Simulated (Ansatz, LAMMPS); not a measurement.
# Localised basis functions on glassy 25SiO2-50B2O3-12CaO-12Na2O (mol %) (62 atoms), part 2 of 2

Aim: test how closely localised support functions follow the reference on glassy 25SiO2-50B2O3-12CaO-12Na2O (mol %) (62 atoms), and at what cost. A setting counts as converged where the r.m.s. difference of forces stays under 1 % of the r.m.s. force.

Ansatz 0.2.0; Kohn-Sham DFT, PBE, PAW (set soft_2), plane waves.

The cell: 4 Si, 16 B, 2 Ca, 4 Na and 36 O. The quench rate of 20 K/ps is orders of magnitude faster than experiment. The starting topology of bonds comes from the classical model. The Brillouin zone is sampled at Γ only, in a cell whose shortest periodic width is 9 Å.

So far. Step 11 (Support functions medium, radius 3.98 Å): Forces differ from the reference by 0.21 meV/Å r.m.s., 0.017 % of their size, well within a tolerance of 1 %; the energy by -0.78 meV/atom. It took 11 times the reference's time (shared host, so rough).

**15. The first run in detail (continued)**

Electrostatic potential energy in the ab plane at fractional z = 0.458, with atoms of Si and B and Na and O within 0.2 Å of it. With pseudopotentials it is smooth inside the atoms' cores, unlike the true potential.

Ten even steps from '0' (-44 eV) to '9' (9 eV), each cell a mean:
```
9998546999999999999999999
9999989999999998999999999
8999999999999999999999988
7899999999999999999999866
5899999999998899999999621
5899999999999999999998621
7999999999999999999997565
9999999999999999999962148
9999999999999999999950039
9999999999999999999962269
9999999988999999999864579
9999998877999999998510058
9999986347999999998400037
9999972005899999988510058
8999972005899999998754577
9999986457999999999888888
9999996689999877899999999
9999996589998721589999999
9999998899998500279999878
9999998889998621489997215
8999987788999876789995003
9999756788999988999997325
9997202789999999999999878
9997102899999999999999889
```
Columns run along a (9.1 Å; values clipped at the 3rd and 97th percentile), rows up along b (9.1 Å). Atoms in or near the plane, at fractional coordinates: Si at (0.85, 0.47), B at (0.30, 0.41), Na at (0.60, 0.22), O at (0.20, 0.02), O at (0.92, 0.14), O at (0.87, 0.64).

Valence density in the ab plane at fractional z = 0.458, with atoms of Si and B and Na and O within 0.2 Å of it. It is the smooth field of the valence electrons, not physical close to the nuclei.

Values in units of 1e0 e/Å³, 13 rows by 16 columns, each cell a mean:
```
0.2 0.1 0.7 1.6 0.6 0.1 0.0 0.0 0.1 0.4 0.5 0.2 0.1 0.1 0.1 0.2
0.5 0.1 0.1 0.1 0.1 0.1 0.1 0.1 0.1 0.4 0.4 0.1 0.0 0.1 0.3 0.7
0.5 0.3 0.2 0.1 0.0 0.0 0.1 0.1 0.1 0.1 0.1 0.0 0.0 0.1 0.4 0.8
0.3 0.2 0.1 0.0 0.0 0.0 0.1 0.1 0.1 0.1 0.0 0.0 0.2 1.0 1.6 0.7
0.1 0.0 0.0 0.0 0.0 0.1 0.1 0.1 0.1 0.1 0.0 0.1 0.5 4.0 5.1 0.9
0.1 0.0 0.0 0.0 0.2 0.5 0.5 0.1 0.0 0.0 0.1 0.1 0.3 1.3 1.6 0.4
0.1 0.0 0.0 0.1 0.4 0.9 0.6 0.1 0.0 0.1 0.3 0.5 0.4 0.2 0.3 0.3
0.5 0.1 0.0 0.2 0.4 0.5 0.3 0.1 0.0 0.1 0.4 0.6 0.4 0.2 0.5 0.9
0.4 0.1 0.1 0.4 1.0 0.6 0.2 0.0 0.0 0.1 0.1 0.1 0.1 0.1 0.3 0.6
0.2 0.1 0.1 0.6 1.5 0.7 0.1 0.0 0.7 6.7 3.1 0.1 0.0 0.1 0.3 0.3
0.3 0.1 0.1 0.3 0.5 0.3 0.1 0.0 0.8 8.2 3.9 0.1 0.1 0.7 3.5 2.5
0.4 0.1 0.6 1.4 0.8 0.2 0.1 0.0 0.0 0.2 0.1 0.0 0.1 0.8 4.1 3.0
0.1 0.2 2.4 5.6 1.9 0.2 0.0 0.0 0.0 0.1 0.1 0.1 0.1 0.2 0.5 0.4
```
Columns run along a (9.1 Å), rows up along b (9.1 Å). Atoms in or near the plane, at fractional coordinates: Si at (0.85, 0.47), B at (0.30, 0.41), Na at (0.60, 0.22), O at (0.20, 0.02), O at (0.92, 0.14), O at (0.87, 0.64).

Mean Löwdin charges: B +0.61, Ca +1.79, Na +0.82, O -0.56, Si +1.73 e (they miss 0.97 % of the electrons, so they add up to more than the cell's charge).

**16. Distances and neighbours**

Bonds and neighbours are counted at the geometry of the runs.

Density 2.28 g/cm³, 12.12 Å³ an atom.

Pair distribution functions g(r), in bins of 0.2 Å:

```csv
r (Å),total,O-O,O-B,O-Na,O-Si,O-Ca,B-B
1.30,1.65,0.00,5.50,0.00,0.00,0.00,0.00
1.50,2.44,0.00,7.96,0.00,0.83,0.00,0.00
1.70,0.88,0.00,0.00,0.00,11.65,0.00,0.00
1.90,0.00,0.00,0.00,0.00,0.00,0.00,0.00
2.10,0.00,0.00,0.00,0.00,0.00,0.00,0.00
2.30,0.93,1.91,0.09,1.48,0.00,3.82,0.00
2.50,1.41,3.14,0.16,2.01,0.00,2.79,0.35
2.70,1.00,1.42,0.21,0.87,0.00,1.21,3.75
2.90,0.83,0.60,0.25,1.96,0.25,0.49,1.41
3.10,0.73,0.67,0.37,1.33,1.09,0.41,0.47
3.30,0.84,0.63,1.04,0.38,0.77,0.00,0.65
3.50,1.36,0.87,2.04,1.18,0.84,1.34,0.95
3.70,1.34,0.92,2.38,0.61,1.55,1.50,0.34
3.90,1.23,0.85,1.54,1.10,2.87,0.54,1.23
4.10,0.82,0.60,0.83,0.98,0.86,1.71,0.97
4.30,0.88,0.87,0.65,1.12,0.89,1.36,1.64
```

A closer look about B10, which bears the longest force: 17 atoms, nearest first, numbered in the order of the input, with positions taken from that point.

```csv
atom,x,y,z,distance (Å),Löwdin charge (e),Fx,Fy,Fz (eV/Å)
B10,0.00,0.00,0.00,0.00,0.51,-3.17,-3.31,0.80
O27,0.41,0.38,1.32,1.43,-0.55,-0.15,2.01,0.53
O34,1.17,-0.11,-0.87,1.46,-0.68,2.21,0.35,-1.50
O40,-0.77,-1.25,-0.07,1.47,-0.89,-0.55,0.03,0.44
O39,-0.91,1.12,-0.55,1.54,-0.48,-1.32,2.72,-0.59
Ca21,1.85,2.04,-0.11,2.76,1.79,-0.74,0.00,0.96
B12,0.95,0.15,2.69,2.86,0.57,0.12,-1.54,-2.00
B5,-2.08,1.62,-1.14,2.88,0.62,2.59,-3.47,1.04
Si2,1.52,0.17,-2.45,2.89,1.73,-2.09,0.53,0.68
Na25,-0.78,-2.11,-2.29,3.21,0.81,0.15,0.22,0.34
O30,0.06,-0.07,-3.23,3.23,-0.62,-0.27,0.24,-0.35
Na24,-1.09,2.48,1.93,3.33,0.85,0.89,-0.67,-0.06
O33,0.63,-1.17,3.14,3.41,-0.41,-0.52,-3.83,0.65
Ca22,-1.99,-2.52,1.31,3.46,1.80,0.95,2.04,0.08
O47,-2.95,0.69,-1.73,3.48,-0.36,-0.80,0.79,-0.03
O62,2.41,0.36,2.55,3.53,-0.70,0.22,0.63,0.76
O58,1.72,1.78,-2.59,3.58,-0.67,1.36,1.03,0.52
```

**17. What came out**

```json
{
 "free energy per atom": "-566.0984 eV/atom",
 "pressure": "-3.423 GPa",
 "r.m.s. force component": "1.193 eV/Å",
 "gap (highest filled to lowest empty level)": "1.447 eV",
 "wall time of the 7 DFT runs": "8.7 min"
}
```

In words: Against plane waves at 750 eV, the forces differ by 0.27 meV/Å (0.022 %) with support functions medium, and by 0.21 meV/Å in the closest run (support functions medium, radius 3.98 Å). At 62 atoms the fastest of the runs at a preset level, support functions low, takes 6.6 times the time of plane waves, in 13 SCF cycles against 10. Differences between support functions and plane waves include what basis error the plane-wave run still has. As the radius goes from 3.45 to 3.98 Å, the force difference goes from 0.31 to 0.21 meV/Å, and the time from 87 s to 2.2 min.

Between filled and empty levels lie 1.45 eV (at Γ alone); a semilocal functional tends to put such gaps too low. In a disordered cell it changes from sample to sample, and tail or defect levels can set it.

**Limits.** The force components of 1.2 eV/Å r.m.s. hold both thermal displacement and the mismatch between the potential that made the cell and DFT. The stress is far from hydrostatic: its diagonal is -0.4, -4.8, -5.1 GPa, compression counted positive. The pressure of -3.4 GPa is that of one thermal frame, in which the classical model's bond lengths enter as well as the volume, without the kinetic term.

[Logs are printed without paths, hosts, clocks, repeated set-up lines and the standing remarks that a program may print on its own settings, such as how far it seeks lower states.]

[Hosts, paths, dates, database ids (printed as entryN), source tags and the programs' standing remarks are cut or masked in the printed files.]
